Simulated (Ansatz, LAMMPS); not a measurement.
# Structural relaxation of a frame of liquid sulfolane from 320 K (165 atoms), part 3 of 3

Aim: bring a frame of liquid sulfolane from 320 K (165 atoms) to a nearby minimum of the energy and see what moves.

Ansatz 0.2.0; Kohn-Sham DFT, RPBE+D3(BJ), PAW (set soft_2), plane waves.

The cell: 22 O, 11 S, 44 C and 88 H. The network of contacts between molecules at the start is that of the classical potential that made the cell. Sampling is at Γ alone, for a cell whose shortest periodic width is 12 Å.

So far, density (g/cm³): step 5 (structure statistics after relaxation) 1.32.

### Step 6. Single point at the relaxed geometry

One more single point at the end of the walk gives the fuller output and checks the residual forces.

Contents of input.yaml:

```yaml
crystal:
  lattice:
    - [11.93373, -0.4549, -0.07648]
    - [-0.4549, 11.91186, 0.12705]
    - [-0.07648, 0.12705, 11.67372]
  atoms:
    - { symbol: O, position: [0.9767, 0.53852, 0.67095] }
    - { symbol: S, position: [0.88009, 0.47747, 0.61593] }
    - { symbol: O, position: [0.89845, 0.37121, 0.55959] }
    - { symbol: C, position: [0.7632, 0.45207, 0.71198] }
    - { symbol: C, position: [0.66091, 0.49317, 0.64693] }
    - { symbol: C, position: [0.68917, 0.50853, 0.51871] }
    - { symbol: C, position: [0.80835, 0.56427, 0.51547] }
    - { symbol: H, position: [0.75676, 0.3617, 0.73138] }
    - { symbol: H, position: [0.78411, 0.50057, 0.78837] }
    - { symbol: H, position: [0.64268, 0.57483, 0.68026] }
    - { symbol: H, position: [0.58663, 0.43522, 0.65961] }
    - { symbol: H, position: [0.62941, 0.56019, 0.47475] }
    - { symbol: H, position: [0.68664, 0.42742, 0.47564] }
    - { symbol: H, position: [0.8139, 0.64924, 0.55022] }
    - { symbol: H, position: [0.85201, 0.56371, 0.43407] }
    - { symbol: O, position: [0.41717, 0.59943, 0.56167] }
    - { symbol: S, position: [0.35899, 0.4867, 0.556] }
    - { symbol: O, position: [0.39005, 0.40141, 0.64102] }
    - { symbol: C, position: [0.20927, 0.49512, 0.55574] }
    - { symbol: C, position: [0.16787, 0.41851, 0.45871] }
    - { symbol: C, position: [0.25148, 0.44361, 0.36087] }
    - { symbol: C, position: [0.36826, 0.43169, 0.41293] }
    - { symbol: H, position: [0.17931, 0.47204, 0.64147] }
    - { symbol: H, position: [0.1944, 0.58263, 0.53565] }
    - { symbol: H, position: [0.08244, 0.43542, 0.4334] }
    - { symbol: H, position: [0.16843, 0.3306, 0.48783] }
    - { symbol: H, position: [0.24425, 0.52956, 0.32783] }
    - { symbol: H, position: [0.23484, 0.38783, 0.28854] }
    - { symbol: H, position: [0.43765, 0.47851, 0.36857] }
    - { symbol: H, position: [0.38612, 0.34358, 0.42559] }
    - { symbol: O, position: [0.41143, 0.01689, 0.22085] }
    - { symbol: S, position: [0.38485, 0.09073, 0.12334] }
    [... 127 atom lines left out ...]
    - { symbol: H, position: [0.96848, 0.00711, 0.46273] }
    - { symbol: H, position: [0.90053, 0.12857, 0.49823] }
    - { symbol: H, position: [0.0386, 0.10603, 0.28084] }
    - { symbol: H, position: [0.07616, 0.19532, 0.39736] }
    - { symbol: H, position: [0.96256, 0.28568, 0.21994] }
    - { symbol: H, position: [0.91198, 0.30395, 0.36267] }
kpoints:
  mp_grid: { grid: [1, 1, 1] }
hamiltonian:
  xc: rpbe
  dispersion: d3bj
scf:
  occupations: { method: fermi_dirac, width: 0.05 }
output:
  forces: true
  stress: true
  populations: intrinsic
  dos:
    method: { smearing: { sigma: 0.1 } }
    de: 0.1
    projected: { site_lists: { C: [C], H: [H], O: [O], S: [S] } }
  eigenvalues: true
  write_density: true
  write_potential: true
  volumetric_format: npy
  elf: true
```

Run with:

```sh
$ ansatz run input.yaml --threads 4 --pin off --max-ram 8192MiB --backend cpu --events-out ev --progress --plain --runs-dir out
```

Numbers of over 12 decimals in the logs are rounded to 6 here.

The program printed:

```text
[...]
Crystal: 165 atoms, lattice volume = 1656.784 Å³
Basis set: ecut = 420 eV, 32381 PW (Γ), exchange–correlation on 160×160×160 points (8 copies of the dense FFT grid, shifted against one another)
Bands: 396, of which v1, the nominal top of the filled ones, is band 231 counted from 1 (230 counted from 0)
Symmetry: 1 space group operations
[...]
k-points: 1
[...]
SCF iter   1: F=—  HF=-35022.528411 eV  |F-HF|=—  |Δ(HF+E_count)|=         —  Δρ=8.48e-3  dr2=1.32e0  ethr=1.77e-3  ⟨swp⟩=6.0  Hψ=1913  notcnv=0  defer=50
[...]
SCF iter  11: F=-35022.230367 eV  HF=-35022.230367 eV  |F-HF|=1.98e-8  |Δ(HF+E_count)|=   1.49e-8  Δρ=1.31e-6  dr2=2.80e-8  ethr=2.16e-11  ⟨swp⟩=18.0  Hψ=3446  notcnv=0
SCF 1 converged in 11 iterations: F = -35022.230367 eV  dr2 = 2.80e-8
[...]
WARN: The input density's exchange-correlation potential varies sharply where the density is thin. Do not read a vacuum level from v_tot or v_xc, or from such a field of the output density. On a cell that repeats whose density bears no net charge and no dipole along the vacuum's axis use v_es (v_loc + v_h of the components); [...]
SCF converged after 11 iterations
Free energy (F): -35022.230367 eV
[...]
Internal energy: -35022.230367 eV  (E = F + TS)
E sigma→0 (E₀):  -35022.230367 eV
Fermi energy:    2.673508 eV
[...]
--- Forces (eV/Å), atoms counted from 1 ---
  atom   1  O     -0.00503789    -0.00880399    -0.00632505
  atom   2  S      0.00762355    -0.01149919    -0.00954241
  atom   3  O      0.00798715     0.01390563     0.00924402
  atom   4  C     -0.00092942    -0.00500580     0.00372782
  atom   5  C      0.00099795    -0.00355014    -0.00403547
  atom   6  C     -0.00486106     0.00477951    -0.00032067
  atom   7  C      0.00417295     0.00683417     0.00313624
  atom   8  H     -0.00014084     0.00450161     0.00011115
  atom   9  H      0.00175204     0.00068269     0.00366589
  atom  10  H     -0.00304987     0.00342724     0.00090501
  atom  11  H     -0.00581581    -0.00217233     0.00126733
  atom  12  H      0.00128183    -0.00283061    -0.00127743
  atom  13  H      0.00070745     0.00002375     0.00003923
  atom  14  H      0.00048343    -0.00153485     0.00059100
[...]
atom 164  H     -0.00276801     0.00586675     0.00323121
  atom 165  H     -0.00094271     0.00567203     0.00429141
  max |Σ_I F_I| component: 1.29e-4 eV/Å
--- Stress (GPa, compression-positive) ---
       -0.023295      -0.031174      -0.006962
       -0.031174      -0.004308       0.013253
       -0.006962       0.013253      -0.042235
  P = ⅓ Tr σ = -0.0233 GPa (-0.233 kbar)
--- Band table (eV) ---
[...]
--- intrinsic populations: 165 sites ---
  site symbol       q [e]
     0      O      6.9005
     1      S      3.9908
     2      O      6.9251
[...]
164      H      0.7948
  spilling = 0.000000 (of n_electrons = 462.000000)
```

The job ended after 9.2 s (4 threads of AMD EPYC 9R45, shared host; peak memory 2.2 GiB; 34 s of CPU time).

The program notes that the exchange-correlation potential is rough where the density is thin.

Numbers from this run:

```
free energy                                      : -35022.2304 eV
free energy per atom                             : -212.2559 eV/atom
SCF cycles                                       : 11
pressure                                         : -0.02328 GPa
r.m.s. force component                           : 0.00563 eV/Å
longest force                                    : 0.04241 eV/Å
Fermi energy                                     : 2.674 eV
gap (highest filled to lowest empty level) : 5.68 eV
```

Intrinsic-atomic-orbital charges by element:

```
element  coordination  atoms  mean charge (e)  spread   least    most
      C           all     44           -0.429   0.110  -0.549  -0.302
      H           all     88            0.192  0.0146   0.164   0.222
      O           all     22           -0.911  0.0062  -0.925  -0.900
      S           all     11             2.00  0.0084    1.99    2.02
```

Density of states as counts of states in windows of 1 eV (from the Fermi level), total and the larger projections:

```
from (eV)  to (eV)  total   C p   O p   H s   S p
      -10       -9   19.0   9.8   2.4   3.1   2.0
       -9       -8   30.8  13.6   5.6   4.7   3.4
       -8       -7   67.0  25.6  17.3  10.8   7.9
       -7       -6   28.3  13.5   5.8   5.8   1.8
       -6       -5   63.1  41.1   5.3  14.7   0.4
       -5       -4   43.0  10.3  24.8   5.9   0.1
       -4       -3   54.5   9.3  39.9   2.6   0.6
       -3       -2    2.3   0.8   1.3   0.1   0.0
       -2        2    0.0   0.0   0.0   0.0   0.0
        2        3    2.6   0.3   0.1   0.9   0.2
        3        4   37.9   4.9   4.0   8.4   6.8
        4        5   62.7  13.5   6.5   9.7  11.6
```

Between -25 and -10 eV lie 154 more states.

The levels nearest the highest filled one (over half full), pooled over k-points and spins:

| level less the highest filled one (eV) | occupation |
| --- | --- |
| -0.382 | 2 |
| -0.366 | 2 |
| -0.358 | 2 |
| -0.331 | 2 |
| -0.236 | 2 |
| 0 | 2 |
| 5.68 | 0 |
| 5.90 | 0 |
| 5.93 | 0 |
| 5.99 | 0 |
| 6.12 | 0 |
| 6.18 | 0 |

Valence density in the ac plane at fractional y = 0.142, with atoms of C and S and O and H within 0.2 Å of it. It is the smooth field of the valence electrons, not physical close to the nuclei.

Ten steps, logarithmic in the rise over the least value, from '0' (0.0 e/Å³) to '9' (6.2 e/Å³), each cell a mean:
```
3210000011111013454310000000000012
6531001121100001222100000000000124
6531112343100000000001121100000235
5532123443100000000123455310001235
5533344432100122222345787531001245
7655566531001345555556787521001356
7766656531001467766666654310001357
6555666531001356766555432100001246
3334678742101246664334443200000123
1113699963112456765334555310000011
0012578752124667775433566420012211
1001234321013555554322333210135542
2111011000001222233221111000136653
4432100000000000011110000001134555
6653100000000000000000122222233466
7753100000000000000001234445443457
6653100000000000000001345566654346
4542000000112110000001234555553233
2211000000123322100000123567643111
0000000001245543211100013689752100
0000000001356654333331113799852000
0000000012345555556653112577631000
0000000012334445677642100122210000
0000000012222234676531000000000000
```
Columns run along a (11.9 Å), rows up along c (11.7 Å). Atoms in or near the plane, at fractional coordinates: C at (0.51, 0.04), S at (0.15, 0.71), O at (0.18, 0.59), C at (0.00, 0.73), H at (0.01, 0.92), C at (0.48, 0.70), H at (0.71, 0.56), H at (0.39, 0.54), O at (0.79, 0.14), C at (0.01, 0.35), H at (0.90, 0.50).

Electrostatic potential energy in the ac plane at fractional y = 0.142, with atoms of C and S and O and H within 0.2 Å of it. With pseudopotentials it is smooth inside the atoms' cores, unlike the true potential.

Ten even steps from '0' (-41 eV) to '9' (7 eV), each cell a mean:
```
8999999999999999878999999999999999
2589999999999999999999999999999997
4689999878999999999999999999999997
6889999889999999999999988999999987
7788878899999999998876423899999987
1366323689999987677521124899999972
0153010389999862015410368999999860
4674001489999972016755689999999985
8987521489999986568888889999999999
9999600179999872027888765899999999
9999842499997341016888841799999999
9999999999998577678899988999983489
9999999999999999999999999999985589
8899999999999999999999999999998777
2479999999999999999999999998888763
0169999999999999999999999876788860
3479999999999999999999998510158874
8789999999999999999999997301047898
9999999999998889999999998521268999
9999999999886568899999999610389999
9999999999863136889889999500289999
9999999999873246656668999854799999
9999999999987776100589999999999999
9999999999999987302699999999999999
```
Columns run along a (11.9 Å; values clipped at the 3rd and 97th percentile), rows up along c (11.7 Å). Atoms in or near the plane, at fractional coordinates: C at (0.51, 0.04), S at (0.15, 0.71), O at (0.18, 0.59), C at (0.00, 0.73), H at (0.01, 0.92), C at (0.48, 0.70), H at (0.71, 0.56), H at (0.39, 0.54), O at (0.79, 0.14), C at (0.01, 0.35), H at (0.90, 0.50).

Mean intrinsic-atomic-orbital charges: C -0.43, H +0.19, O -0.91, S +2.00 e. The largest share in the top eV of filled states is O p (72 % of the projected weight), and in the lowest eV of empty states H s (31 % of the projected weight).

Local excerpt of 9 atoms (numbers count through the whole input) about S107, one of the 11 S atoms; x, y, z are measured from there.

| atom | x | y | z | distance (Å) | bonds | intrinsic-atomic-orbital charge (e) |
| --- | --- | --- | --- | --- | --- | --- |
| S107 | 0.00 | 0.00 | 0.00 | 0.00 | 4 | 2.00 |
| O106 | 0.32 | -0.59 | 1.30 | 1.47 | 1 | -0.91 |
| O108 | -1.03 | -0.64 | -0.83 | 1.47 | 1 | -0.92 |
| C112 | 1.51 | 0.22 | -0.97 | 1.81 | 4 | -0.55 |
| C109 | -0.39 | 1.77 | 0.17 | 1.82 | 4 | -0.53 |
| H113 | -1.27 | 1.94 | -0.45 | 2.36 | 1 | 0.20 |
| H119 | 2.34 | 0.12 | -0.26 | 2.36 | 1 | 0.21 |
| H120 | 1.53 | -0.57 | -1.72 | 2.37 | 1 | 0.20 |
| H114 | -0.64 | 1.96 | 1.22 | 2.39 | 1 | 0.20 |

The column of bonds counts only the pairs H-C within 1.34 Å, C-C within 1.85 Å, C-S within 2.21 Å, O-S within 1.88 Å; other neighbours, such as metal atoms beside each other in a compound, aren't counted, and periodic images can show an atom twice.

### Step 7. With scf.algorithm = "direct_min"

Changed here: scf.algorithm = "direct_min".

Contents of input.yaml:

```yaml
crystal:
  lattice:
    - [12.03236, 0.0, 0.0]
    - [0.0, 12.03236, 0.0]
    - [0.0, 0.0, 12.03236]
  atoms:
    [... the 165 atom lines of step 3 ...]
kpoints:
  mp_grid: { grid: [1, 1, 1] }
hamiltonian:
  xc: rpbe
  dispersion: d3bj
scf:
  occupations: { method: fermi_dirac, width: 0.05 }
  algorithm: direct_min
output:
  forces: true
  stress: true
  populations: true
  dos:
    method: { smearing: { sigma: 0.1 } }
    de: 0.1
    projected: { site_lists: { C: [C], H: [H], O: [O], S: [S] } }
  eigenvalues: true
```

The program printed:

```text
[...]
Crystal: 165 atoms, lattice volume = 1742.017 Å³
Basis set: ecut = 420 eV, 34049 PW (Γ), exchange–correlation on 162×162×162 points (8 copies of the dense FFT grid, shifted against one another)
Bands: 396, of which v1, the nominal top of the filled ones, is band 231 counted from 1 (230 counted from 0)
Symmetry: 1 space group operations
[...]
k-points: 1
[...]
SCF iter   1: F=—  HF=-35014.271895 eV  |F-HF|=—  |Δ(HF+E_count)|=         —  Δρ=8.56e-3  dr2=1.46e0  ethr=1.77e-3  ⟨swp⟩=17.0  Hψ=2165  notcnv=0
[...]
SCF iter   8: F=—  HF=-35013.889771 eV  |F-HF|=—  |Δ(HF+E_count)|=   2.35e-7  Δρ=1.96e-6  dr2=8.37e-8  ethr=2.02e-10  ⟨swp⟩=4.0  Hψ=643  notcnv=0  defer=3
SCF iter   9: F=-35013.889771 eV  HF=-35013.889771 eV  |F-HF|=6.47e-9  |Δ(HF+E_count)|=   1.79e-8  Δρ=5.61e-7  dr2=7.36e-9  ethr=1.81e-11  ⟨swp⟩=4.0  Hψ=672  notcnv=0  defer=2
SCF 1 converged in 9 iterations: F = -35013.889771 eV  dr2 = 7.36e-9
  Residual-converged pass: ⟨swp⟩=3.0  Hψ=624  notcnv=0  max |occ|·‖R‖ = 6.6e-6 eV (tolerance 6.7e-6 eV)  dr2=7.58e-9  dr2_onsite=2.06e-10  max |Δocc| = 0.0e0
[...]
SCF converged after 9 iterations
Stability not checked: this state was not tested for a lower state beside it, because a direct minimisation reached the state, and no test of it is asked (direct_minimisation; see scf.lower_state_search)
Free energy (F): -35013.889771 eV
[...]
Internal energy: -35013.889771 eV  (E = F + TS)
E sigma→0 (E₀):  -35013.889771 eV
Fermi energy:    2.259364 eV
[...]
Σ components = -35013.889771   (vs F -35013.889771, Δ=0.00e0)
--- Forces (eV/Å), atoms counted from 1 ---
  atom   1  O      1.34425773    -0.09932342     0.91706797
  atom   2  S     -0.05065916     2.98578411    -1.18024702
  atom   3  O      0.60754110    -2.51726931    -0.53742835
  atom   4  C      0.15777694    -0.33409305     1.74124543
[...]
atom 165  H     -0.14802364     0.90327258     0.06425208
  max |Σ_I F_I| component: 6.45e-5 eV/Å
--- Stress (GPa, compression-positive) ---
        3.446732      -0.272432       0.474255
       -0.272432       2.515895       0.676289
        0.474255       0.676289       2.761152
  P = ⅓ Tr σ = 2.9079 GPa (29.079 kbar)
--- Band table (eV) ---
[...]
--- Löwdin populations: 165 sites ---
  site symbol       q [e]
     0      O      6.7577
     1      S      3.8519
     2      O      6.7730
[...]
164      H      0.7874
  spilling = 0.018676 (of n_electrons = 462.000000)
```

The job ended after 29 s (4 threads; peak memory 2.5 GiB; 1.7 min of CPU time).

Geometry and reference: those of the single point at the start.

Forces differ from those of the single point at the start by 0.012 meV/Å r.m.s., 0.0013 % of their size. It took 3.2 times the reference's time, which goes against the count of work (plane waves, k-points, bands and cycles) (shared host, so rough).

### Step 8. Summary of results

| Item | Value |
| --- | --- |
| energy change in the relaxation | -50.55 meV/atom |
| r.m.s. displacement | 0.696 Å |
| largest displacement | 1.524 Å |
| free energy per atom | -212.2559 eV/atom |
| pressure | -0.02328 GPa |
| r.m.s. force component | 0.00563 eV/Å |
| gap (highest filled to lowest empty level) | 5.68 eV |
| wall time of the 4 DFT runs | 3.7 min |

**Reading.** Relaxation lowers the energy by 50.5 meV/atom and moves atoms by 0.70 Å r.m.s.; the r.m.s. force component goes from 0.93 to 0.0056 eV/Å, the pressure goes from 2.9 to -0.023 GPa, and the gap from 5.20 to 5.68 eV. Displacements are taken in the final cell, so they leave out its strain. By the final cutoffs no bond was broken or made. The cell shrank by 4.9 % in volume. From the first step to the last the energy fell by 8.341 eV, across changes of basis, and the largest move was 1.52 Å (O151). The C-S bonds change most in mean length: from 1.766 Å (spread 0.034) to 1.810 Å (spread 0.007). With the cutoffs above, all C atoms have 4, all H atoms have 1, all O atoms have 1 and all S atoms have 4 bonded neighbours. The highest filled and lowest empty levels differ by 5.68 eV (at Γ alone); a semilocal functional tends to put such gaps too low. In a disordered cell it changes from sample to sample and from frame to frame.

**Limits.** The network of contacts between molecules at the start is that of the classical potential that made the cell; in DFT atoms moved by 0.70 Å r.m.s.

[Logs are printed without paths, hosts, clocks, repeated set-up lines and the standing remarks that a program may print on its own settings, such as how far it seeks lower states.]

[Hosts, paths, dates, database ids (printed as entryN), source tags and the programs' standing remarks are cut or masked in the printed files.]
